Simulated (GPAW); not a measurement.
## C K-edge XANES of TiC (Fm-3m)

How does the C K edge of TiC (Fm-3m) move when the bonds are compressed or stretched?

Program: GPAW 26.7.0. Level of theory: X-ray absorption from dipole matrix elements to empty bands, plane-wave PAW PBE. Results are calculated unless marked as measured.

Report form: the programs' logs are mostly left out.

The database entry behind the starting cell differs from later determinations by our own check (0.1 to 0.3 % short, probably kX units), so it need not match the best structure at ambient conditions.

## Step 1: Set-up

It takes space group Fm-3m (No. 225, cubic). Conventional cell: a = 4.319 Å, b = 4.319 Å, c = 4.319 Å, α = 90.00°, β = 90.00°, γ = 90.00°. Nearest to Ti lie 6 C at 2.16 Å. Nearest to C lie 6 Ti at 2.16 Å. Farther neighbours are not listed.

## Step 2: The field without a hole

The ground state comes first: it tells whether the system has a gap, which decides how the excited electron is treated.

scf.py reads:

```python
import numpy as np
from ase import Atoms
from ase.parallel import parprint, paropen
from gpaw import GPAW, PW, FermiDirac, Mixer, MixerDif, setup_paths
from gpaw.test import gen
setup_paths.insert(0, '.')
gen('C', name='nch1s', xcname='PBE', corehole=(1, 0, 0), write_xml=True)
from gpaw.mpi import world
world.barrier()

atoms = Atoms('TiC',
    cell=[[0, 2.1593, 2.1593],
     [2.1593, 0, 2.1593],
     [2.1593, 2.1593, 0]],
    scaled_positions=[[0, 0, 0],
     [0.5, 0.5, 0.5]],
    pbc=True)
atoms.calc = calc = GPAW(legacy_gpaw=True, mode=PW(430, force_complex_dtype=True), xc='PBE', setups={1: 'nch1s'},
    kpts={'size': (10, 10, 10), 'gamma': True}, occupations=FermiDirac(0.05),
    charge=0, mixer=Mixer(0.1, 5, 50), maxiter=150,
    convergence={'density': 0.0001, 'eigenstates': 1e-6}, txt='scf.txt')
energy = atoms.get_potential_energy() + calc.get_reference_energy()
ef = calc.get_fermi_level()
out = dict(energy=energy, fermi=ef, forces=atoms.get_forces().tolist())
parprint(f'all-electron energy {energy:.4f} eV, Fermi level {ef:.4f} eV')
ev = np.array([[calc.get_eigenvalues(k, s) for k in range(len(calc.get_ibz_k_points()))] for s in range(calc.get_number_of_spins())])
out['homo'], out['lumo'], out['counts'] = ev[ev < ef].max(), ev[ev > ef].min(), sorted(set((ev < ef).sum((0, 2)).tolist()))
out['filled'] = (ev[:, 0] < ef).sum(1).tolist()
import json
with paropen('out.json', 'w') as f:
    json.dump(out, f)
```

Launch:

```console
OMP_NUM_THREADS=1 mpirun -n 4 gpaw python scf.py
```

It took 3.9 s on 4 MPI ranks of Arm Neoverse V2, shared host; peak memory 0.16 GiB; 15 s of CPU time.

The mesh shows no gap, so the system is treated as a metal and the core electron is put at the Fermi level (neutral cell).

## Step 3: Reference energy of the supercell

The photon energy needs a difference of total energies, so the cell and mesh of the coming hole run are first run without a hole.

scf.py, as its differences from that of step 2:

```diff
@@ -10,11 +10,25 @@
 
-atoms = Atoms('TiC',
-    cell=[[0, 2.1593, 2.1593],
-     [2.1593, 0, 2.1593],
-     [2.1593, 2.1593, 0]],
+atoms = Atoms('Ti8C8',
+    cell=[[0, 4.3186, 4.3186],
+     [4.3186, 0, 4.3186],
+     [4.3186, 4.3186, 0]],
     scaled_positions=[[0, 0, 0],
-     [0.5, 0.5, 0.5]],
+     [0, 0, 0.5],
+     [0, 0.5, 0],
+     [0.5, 0, 0],
+     [0, 0.5, 0.5],
+     [0.5, 0, 0.5],
+     [0.5, 0.5, 0],
+     [0.5, 0.5, 0.5],
+     [0.25, 0.25, 0.25],
+     [0.25, 0.25, 0.75],
+     [0.25, 0.75, 0.25],
+     [0.75, 0.25, 0.25],
+     [0.25, 0.75, 0.75],
+     [0.75, 0.25, 0.75],
+     [0.75, 0.75, 0.25],
+     [0.75, 0.75, 0.75]],
     pbc=True)
-atoms.calc = calc = GPAW(legacy_gpaw=True, mode=PW(430, force_complex_dtype=True), xc='PBE', setups={1: 'nch1s'},
-    kpts={'size': (10, 10, 10), 'gamma': True}, occupations=FermiDirac(0.05),
+atoms.calc = calc = GPAW(legacy_gpaw=True, mode=PW(430, force_complex_dtype=True), xc='PBE', setups={8: 'nch1s'},
+    kpts={'size': (5, 5, 5), 'gamma': True}, occupations=FermiDirac(0.1),
     charge=0, mixer=Mixer(0.1, 5, 50), maxiter=150,
```

Wall time 34 s (4 MPI ranks); peak memory 0.25 GiB; 2.3 min of CPU time.

Reference energy: -194152.701 eV with the cores included.

## Step 4: Spectrum with XCH, C atom 2

The holes are 6.1 Å apart. In GPAW the data set carries the hole's charge, so charge=0 means a charged cell and charge=-1 a neutral one. The excited electron is kept in the cell, where it fills the lowest empty states and screens the hole. After the field has converged, empty bands are computed with the density fixed and the dipole matrix elements are summed.

The absorber has 6 Ti at 2.16 Å (octahedral, site symmetry m-3m).

xas.py reads:

```python
import numpy as np
from ase import Atoms
from ase.parallel import parprint, paropen
from gpaw import GPAW, PW, FermiDirac, Mixer, MixerDif, setup_paths
from gpaw.test import gen
setup_paths.insert(0, '.')
gen('C', name='fch1s', xcname='PBE', corehole=(1, 0, 1), write_xml=True)
from gpaw.mpi import world
world.barrier()

atoms = Atoms('Ti8C8',
    cell=[[0, 4.3186, 4.3186],
     [4.3186, 0, 4.3186],
     [4.3186, 4.3186, 0]],
    scaled_positions=[[0, 0, 0],
     [0, 0, 0.5],
     [0, 0.5, 0],
     [0.5, 0, 0],
     [0, 0.5, 0.5],
     [0.5, 0, 0.5],
     [0.5, 0.5, 0],
     [0.5, 0.5, 0.5],
     [0.25, 0.25, 0.25],
     [0.25, 0.25, 0.75],
     [0.25, 0.75, 0.25],
     [0.75, 0.25, 0.25],
     [0.25, 0.75, 0.75],
     [0.75, 0.25, 0.75],
     [0.75, 0.75, 0.25],
     [0.75, 0.75, 0.75]],
    pbc=True)
atoms.calc = calc = GPAW(legacy_gpaw=True, mode=PW(430, force_complex_dtype=True), xc='PBE', setups={8: 'fch1s'},
    kpts={'size': (5, 5, 5), 'gamma': True}, occupations=FermiDirac(0.1),
    charge=-1, mixer=Mixer(0.1, 5, 50), maxiter=150,
    convergence={'density': 0.0001, 'eigenstates': 1e-6}, txt='scf.txt')
energy = atoms.get_potential_energy() + calc.get_reference_energy()
ef = calc.get_fermi_level()
out = dict(energy=energy, fermi=ef, forces=atoms.get_forces().tolist())
parprint(f'all-electron energy {energy:.4f} eV, Fermi level {ef:.4f} eV')
ev = np.array([[calc.get_eigenvalues(k, s) for k in range(len(calc.get_ibz_k_points()))] for s in range(calc.get_number_of_spins())])
out['homo'], out['lumo'], out['counts'] = ev[ev < ef].max(), ev[ev > ef].min(), sorted(set((ev < ef).sum((0, 2)).tolist()))
out['filled'] = (ev[:, 0] < ef).sum(1).tolist()

from ase.units import Ha
from gpaw.xas import dipole_matrix_elements
nb = int(calc.get_number_of_electrons() / 2) + 139
top, nb = nb, nb + 8 + nb // 12
nscf = calc.fixed_density(kpts={'size': (7, 7, 7), 'gamma': True}, nbands=nb,
    convergence={'bands': top, 'eigenstates': 5e-3}, maxiter=60, txt='nscf.txt')
cell = atoms.cell.array
ops = [cell.T @ U.T @ np.linalg.inv(cell.T) for U in nscf.wfs.kd.symmetry.op_scc]
E = np.arange(-6, 34, 0.1)
fwhm = np.interp(E, [4, 25], [0.9, 3.5])
Y, X, zero, highest = 0, 0, 1e9, 1e9
for spin in range(nscf.get_number_of_spins()):
    wfs = nscf.wfs
    mine = wfs.bd.get_slice()  # this rank's bands
    A = dipole_matrix_elements(wfs.setups[8])
    eps = np.zeros((wfs.kd.nibzkpts, nb))
    d = np.zeros((3, A.shape[1], wfs.kd.nibzkpts, nb), complex)
    for kpt in wfs.kpt_u:
        if kpt.s == spin and 8 in kpt.P_ani:
            eps[kpt.k, mine] = kpt.eps_n * Ha
            d[:, :, kpt.k, mine] = (kpt.weight * wfs.nspins / 2) ** 0.5 * np.inner(A, kpt.P_ani[8])
    world.sum(eps)
    world.sum(d)
    T = np.einsum('amkn,bmkn->abkn', d, d.conj()).real
    T = sum(np.einsum('ai,ijkn,bj->abkn', R, T, R) for R in ops) / len(ops)
    empty = eps > ef
    zero, highest = min(zero, eps[empty].min()), min(highest, eps[:, top - 1].min())
    lines = [(eps, T, empty)] if spin == 0 else lines + [(eps, T, empty)]
for eps, T, empty in lines:
    f = np.einsum('aakn->akn', T).reshape(3, -1)
    x = eps.ravel() - zero
    w = np.interp(x, E, fwhm) / 2.35482
    g = np.exp(-0.5 * ((E[:, None] - x) / w) ** 2) / (w * (2 * np.pi) ** 0.5)
    Y = Y + (f * empty.ravel()) @ g.T
    X = X + (f * ~empty.ravel()) @ g.T
out.update(E=E.round(2).tolist(), xas=Y.tolist(), xes=X.tolist(), zero=zero, valid=highest - zero, nk=len(eps), nb=nb)
for i in range(0, len(E), 10):
    parprint(f'{E[i]:7.2f}', *(f'{v:10.3e}' for v in Y[:, i]))
import json
with paropen('out.json', 'w') as f:
    json.dump(out, f)
```

Launch:

```console
OMP_NUM_THREADS=1 mpirun -n 4 gpaw python xas.py
```

It took 1.9 min on 4 MPI ranks; peak memory 0.41 GiB.

The C K spectrum, C atom 2, excited-electron core hole (neutral cell) (energy from the lowest empty level; intensity scaled to a mean of 1 over the first 20 eV):

| E (eV) | intensity |
| --- | --- |
| -2.00 | 0.00 |
| -1.25 | 0.00 |
| -0.50 | 0.04 |
| 0.25 | 0.48 |
| 1.00 | 0.80 |
| 1.75 | 1.09 |
| 2.50 | 1.88 |
| 3.25 | 2.66 |
| 4.00 | 1.23 |
| 4.75 | 0.86 |
| 5.50 | 0.89 |
| 6.25 | 1.34 |
| 7.00 | 1.22 |
| 7.75 | 0.45 |
| 8.50 | 0.12 |
| 9.25 | 0.20 |
| 10.00 | 0.44 |
| 10.75 | 0.79 |
| 11.50 | 1.12 |
| 12.25 | 1.41 |
| 13.00 | 1.72 |
| 13.75 | 1.87 |
| 14.50 | 1.61 |
| 15.25 | 1.18 |
| 16.00 | 0.82 |
| 16.75 | 0.58 |
| 17.50 | 0.49 |
| 18.25 | 0.49 |
| 19.00 | 0.50 |
| 19.75 | 0.49 |
| 20.50 | 0.47 |
| 21.25 | 0.43 |
| 22.00 | 0.39 |
| 22.75 | 0.33 |
| 23.50 | 0.29 |
| 24.25 | 0.27 |
| 25.00 | 0.27 |
| 25.75 | 0.30 |
| 26.50 | 0.37 |
| 27.25 | 0.47 |
| 28.00 | 0.60 |
| 28.75 | 0.74 |
| 29.50 | 0.86 |
| 30.25 | 0.96 |
| 31.00 | 1.03 |
| 31.75 | 1.04 |

Main maxima below 24 eV (height): 3.1 eV (2.71), 6.5 eV (1.40) and 13.7 eV (1.87). A K edge sees empty p states; the first features are C p mixed into the empty d states of the Ti neighbours, and the broad ones above probably into the cations' higher empty bands.

The total-energy difference is 288.05 eV. One term is added: -6.71 eV, since the hole is spin-paired here and a spin-polarised one costs that much less in the free atom (computed apart). The photon energy is then 281.34 eV. The functional leaves an error of a few eV in such absolute values.

## Step 5: Reference energy of the supercell

The cell changes for the next run, so it gets a reference energy of its own.

The cell differs from the one that the last finished run ended in (a 6.107 → 5.983 Å, b 6.107 → 5.983 Å, c 6.107 → 5.983 Å).

scf.py, as its differences from that of step 3:

```diff
@@ -11,5 +11,5 @@
 atoms = Atoms('Ti8C8',
-    cell=[[0, 4.3186, 4.3186],
-     [4.3186, 0, 4.3186],
-     [4.3186, 4.3186, 0]],
+    cell=[[0, 4.23044057, 4.23044057],
+     [4.23044057, 0, 4.23044057],
+     [4.23044057, 4.23044057, 0]],
     scaled_positions=[[0, 0, 0],
```

Launch:

```console
OMP_NUM_THREADS=1 mpirun -n 4 gpaw python scf.py
```

Wall time 43 s (4 MPI ranks); peak memory 0.25 GiB; 2.9 min of CPU time.

Reference energy: -194151.901 eV with the cores included.

## Step 6: Spectrum with XCH, C atom 2

Shorter bonds are expected to push antibonding states and scattering resonances up, and longer ones down; the cell is scaled to test that.

Changed against the first core-hole run: volume scale from 1 to 0.94.

xas.py, as its differences from that of step 4:

```diff
@@ -11,5 +11,5 @@
 atoms = Atoms('Ti8C8',
-    cell=[[0, 4.3186, 4.3186],
-     [4.3186, 0, 4.3186],
-     [4.3186, 4.3186, 0]],
+    cell=[[0, 4.23044057, 4.23044057],
+     [4.23044057, 0, 4.23044057],
+     [4.23044057, 4.23044057, 0]],
     scaled_positions=[[0, 0, 0],
@@ -45,3 +45,3 @@
 from gpaw.xas import dipole_matrix_elements
-nb = int(calc.get_number_of_electrons() / 2) + 139
+nb = int(calc.get_number_of_electrons() / 2) + 133
 top, nb = nb, nb + 8 + nb // 12
```

Launch:

```console
OMP_NUM_THREADS=1 mpirun -n 4 gpaw python xas.py
```

It took 1.7 min on 4 MPI ranks; peak memory 0.41 GiB; 6.8 min of CPU time.

| E (eV) | first run | this run |
| --- | --- | --- |
| -2.0 | 0.00 | 0.00 |
| -1.0 | 0.00 | 0.00 |
| 0.0 | 0.28 | 0.30 |
| 1.0 | 0.80 | 0.78 |
| 2.0 | 1.29 | 1.11 |
| 3.0 | 2.65 | 2.18 |
| 4.0 | 1.23 | 1.75 |
| 5.0 | 0.78 | 0.88 |
| 6.0 | 1.21 | 0.86 |
| 7.0 | 1.22 | 1.37 |
| 8.0 | 0.26 | 0.80 |
| 9.0 | 0.15 | 0.15 |
| 10.0 | 0.44 | 0.23 |
| 11.0 | 0.91 | 0.57 |
| 12.0 | 1.31 | 0.99 |
| 13.0 | 1.72 | 1.39 |
| 14.0 | 1.83 | 1.72 |
| 15.0 | 1.32 | 1.60 |
| 16.0 | 0.82 | 1.18 |
| 17.0 | 0.54 | 0.83 |
| 18.0 | 0.49 | 0.56 |
| 19.0 | 0.50 | 0.48 |
| 20.0 | 0.48 | 0.49 |
| 21.0 | 0.45 | 0.48 |
| 22.0 | 0.39 | 0.45 |
| 23.0 | 0.32 | 0.39 |
| 24.0 | 0.28 | 0.32 |
| 25.0 | 0.27 | 0.27 |
| 26.0 | 0.32 | 0.27 |
| 27.0 | 0.43 | 0.31 |
| 28.0 | 0.60 | 0.40 |
| 29.0 | 0.78 | 0.56 |
| 30.0 | 0.93 | 0.73 |
| 31.0 | 1.03 | 0.88 |
| 32.0 | 1.03 | 0.98 |

Against the first run the r.m.s. difference is 24 %. A shift of +0.4 eV leaves 12 %. The highest intensity below 16 eV goes from 3.1 eV (2.71) to 3.5 eV (2.68).

The photon energy of the zero moves by -0.11 eV.

## Step 7: Reference energy of the supercell

The cell differs from the one that the last finished run ended in (a 5.983 → 6.046 Å, b 5.983 → 6.046 Å, c 5.983 → 6.046 Å).

scf.py, as its differences from that of step 5:

```diff
@@ -11,5 +11,5 @@
 atoms = Atoms('Ti8C8',
-    cell=[[0, 4.23044057, 4.23044057],
-     [4.23044057, 0, 4.23044057],
-     [4.23044057, 4.23044057, 0]],
+    cell=[[0, 4.2749748, 4.2749748],
+     [4.2749748, 0, 4.2749748],
+     [4.2749748, 4.2749748, 0]],
     scaled_positions=[[0, 0, 0],
```

Launch:

```console
OMP_NUM_THREADS=1 mpirun -n 4 gpaw python scf.py
```

Elapsed: 33 s, on 4 MPI ranks; peak memory 0.25 GiB; 2.2 min of CPU time.

Reference energy: -194152.439 eV with the cores included.

## Step 8: Spectrum with XCH, C atom 2

Changed against the first core-hole run: volume scale from 1 to 0.97.

xas.py, as its differences from that of step 6:

```diff
@@ -11,5 +11,5 @@
 atoms = Atoms('Ti8C8',
-    cell=[[0, 4.23044057, 4.23044057],
-     [4.23044057, 0, 4.23044057],
-     [4.23044057, 4.23044057, 0]],
+    cell=[[0, 4.2749748, 4.2749748],
+     [4.2749748, 0, 4.2749748],
+     [4.2749748, 4.2749748, 0]],
     scaled_positions=[[0, 0, 0],
@@ -45,3 +45,3 @@
 from gpaw.xas import dipole_matrix_elements
-nb = int(calc.get_number_of_electrons() / 2) + 133
+nb = int(calc.get_number_of_electrons() / 2) + 136
 top, nb = nb, nb + 8 + nb // 12
```

Launch:

```console
OMP_NUM_THREADS=1 mpirun -n 4 gpaw python xas.py
```

It took 1.8 min on 4 MPI ranks; peak memory 0.41 GiB; 7.2 min of CPU time.

| E (eV) | first run | this run |
| --- | --- | --- |
| -2.0 | 0.00 | 0.00 |
| -1.0 | 0.00 | 0.00 |
| 0.0 | 0.28 | 0.30 |
| 1.0 | 0.80 | 0.79 |
| 2.0 | 1.29 | 1.18 |
| 3.0 | 2.65 | 2.43 |
| 4.0 | 1.23 | 1.43 |
| 5.0 | 0.78 | 0.81 |
| 6.0 | 1.21 | 1.03 |
| 7.0 | 1.22 | 1.36 |
| 8.0 | 0.26 | 0.50 |
| 9.0 | 0.15 | 0.12 |
| 10.0 | 0.44 | 0.32 |
| 11.0 | 0.91 | 0.73 |
| 12.0 | 1.31 | 1.15 |
| 13.0 | 1.72 | 1.55 |
| 14.0 | 1.83 | 1.81 |
| 15.0 | 1.32 | 1.49 |
| 16.0 | 0.82 | 1.01 |
| 17.0 | 0.54 | 0.66 |
| 18.0 | 0.49 | 0.49 |
| 19.0 | 0.50 | 0.49 |
| 20.0 | 0.48 | 0.49 |
| 21.0 | 0.45 | 0.47 |
| 22.0 | 0.39 | 0.42 |
| 23.0 | 0.32 | 0.35 |
| 24.0 | 0.28 | 0.29 |
| 25.0 | 0.27 | 0.27 |
| 26.0 | 0.32 | 0.29 |
| 27.0 | 0.43 | 0.36 |
| 28.0 | 0.60 | 0.49 |
| 29.0 | 0.78 | 0.67 |
| 30.0 | 0.93 | 0.84 |
| 31.0 | 1.03 | 0.96 |
| 32.0 | 1.03 | 1.03 |

Against the first run the r.m.s. difference is 12 %. A shift of +0.2 eV leaves 6 %. The highest intensity below 16 eV goes from 3.1 eV (2.71) to 3.3 eV (2.70).

The photon energy of the zero moves by -0.05 eV.

## Step 9: Supercell without a hole, the energy reference

The cell differs from the one that the last finished run ended in (a 6.046 → 6.168 Å, b 6.046 → 6.168 Å, c 6.046 → 6.168 Å).

scf.py, as its differences from that of step 7:

```diff
@@ -11,5 +11,5 @@
 atoms = Atoms('Ti8C8',
-    cell=[[0, 4.2749748, 4.2749748],
-     [4.2749748, 0, 4.2749748],
-     [4.2749748, 4.2749748, 0]],
+    cell=[[0, 4.3613612, 4.3613612],
+     [4.3613612, 0, 4.3613612],
+     [4.3613612, 4.3613612, 0]],
     scaled_positions=[[0, 0, 0],
```

Launch:

```console
OMP_NUM_THREADS=1 mpirun -n 4 gpaw python scf.py
```

Elapsed: 45 s, on 4 MPI ranks; peak memory 0.25 GiB; 3 min of CPU time.

Reference energy: -194152.718 eV with the cores included.

## Step 10: Spectrum with XCH, C atom 2

Changed against the first core-hole run: volume scale from 1 to 1.03.

xas.py, as its differences from that of step 8:

```diff
@@ -11,5 +11,5 @@
 atoms = Atoms('Ti8C8',
-    cell=[[0, 4.2749748, 4.2749748],
-     [4.2749748, 0, 4.2749748],
-     [4.2749748, 4.2749748, 0]],
+    cell=[[0, 4.3613612, 4.3613612],
+     [4.3613612, 0, 4.3613612],
+     [4.3613612, 4.3613612, 0]],
     scaled_positions=[[0, 0, 0],
@@ -45,3 +45,3 @@
 from gpaw.xas import dipole_matrix_elements
-nb = int(calc.get_number_of_electrons() / 2) + 136
+nb = int(calc.get_number_of_electrons() / 2) + 142
 top, nb = nb, nb + 8 + nb // 12
```

Launch:

```console
OMP_NUM_THREADS=1 mpirun -n 4 gpaw python xas.py
```

It took 2.1 min on 4 MPI ranks; peak memory 0.42 GiB; 8.4 min of CPU time.

| E (eV) | first run | this run |
| --- | --- | --- |
| -2.0 | 0.00 | 0.00 |
| -1.0 | 0.00 | 0.00 |
| 0.0 | 0.28 | 0.30 |
| 1.0 | 0.80 | 0.82 |
| 2.0 | 1.29 | 1.38 |
| 3.0 | 2.65 | 2.73 |
| 4.0 | 1.23 | 1.16 |
| 5.0 | 0.78 | 0.81 |
| 6.0 | 1.21 | 1.34 |
| 7.0 | 1.22 | 0.99 |
| 8.0 | 0.26 | 0.14 |
| 9.0 | 0.15 | 0.20 |
| 10.0 | 0.44 | 0.58 |
| 11.0 | 0.91 | 1.07 |
| 12.0 | 1.31 | 1.44 |
| 13.0 | 1.72 | 1.87 |
| 14.0 | 1.83 | 1.76 |
| 15.0 | 1.32 | 1.12 |
| 16.0 | 0.82 | 0.65 |
| 17.0 | 0.54 | 0.49 |
| 18.0 | 0.49 | 0.50 |
| 19.0 | 0.50 | 0.50 |
| 20.0 | 0.48 | 0.47 |
| 21.0 | 0.45 | 0.42 |
| 22.0 | 0.39 | 0.35 |
| 23.0 | 0.32 | 0.29 |
| 24.0 | 0.28 | 0.27 |
| 25.0 | 0.27 | 0.29 |
| 26.0 | 0.32 | 0.37 |
| 27.0 | 0.43 | 0.51 |
| 28.0 | 0.60 | 0.70 |
| 29.0 | 0.78 | 0.88 |
| 30.0 | 0.93 | 1.01 |
| 31.0 | 1.03 | 1.05 |
| 32.0 | 1.03 | 1.00 |

Against the first run the r.m.s. difference is 11 %. The highest intensity below 16 eV goes from 3.1 eV (2.71) to 3.0 eV (2.73).

The photon energy of the zero moves by +0.05 eV.

## Step 11: Supercell without a hole, the energy reference

The cell differs from the one that the last finished run ended in (a 6.168 → 6.227 Å, b 6.168 → 6.227 Å, c 6.168 → 6.227 Å).

scf.py, as its differences from that of step 9:

```diff
@@ -11,5 +11,5 @@
 atoms = Atoms('Ti8C8',
-    cell=[[0, 4.3613612, 4.3613612],
-     [4.3613612, 0, 4.3613612],
-     [4.3613612, 4.3613612, 0]],
+    cell=[[0, 4.40329993, 4.40329993],
+     [4.40329993, 0, 4.40329993],
+     [4.40329993, 4.40329993, 0]],
     scaled_positions=[[0, 0, 0],
```

Launch:

```console
OMP_NUM_THREADS=1 mpirun -n 4 gpaw python scf.py
```

Wall time 53 s (4 MPI ranks); peak memory 0.25 GiB.

Reference energy: -194152.526 eV with the cores included.

[end of part 1 of 2]

[Logs are printed without paths, hosts, clocks, repeated set-up lines and the standing remarks that a program may print on its own settings, such as how far it seeks lower states.]

[Hosts, paths, dates, database ids (printed as entryN), source tags and the programs' standing remarks are cut or masked in the printed files.]

[Lists of maxima count a maximum above −3 eV only where it reaches 4 % of the highest in the window and stands out from its surroundings by 2 % of it (1.5 % where it reaches 55 %); shoulders and weaker maxima are passed over, and of the rest the first, up to two pre-edge ones and the few strongest are named.]
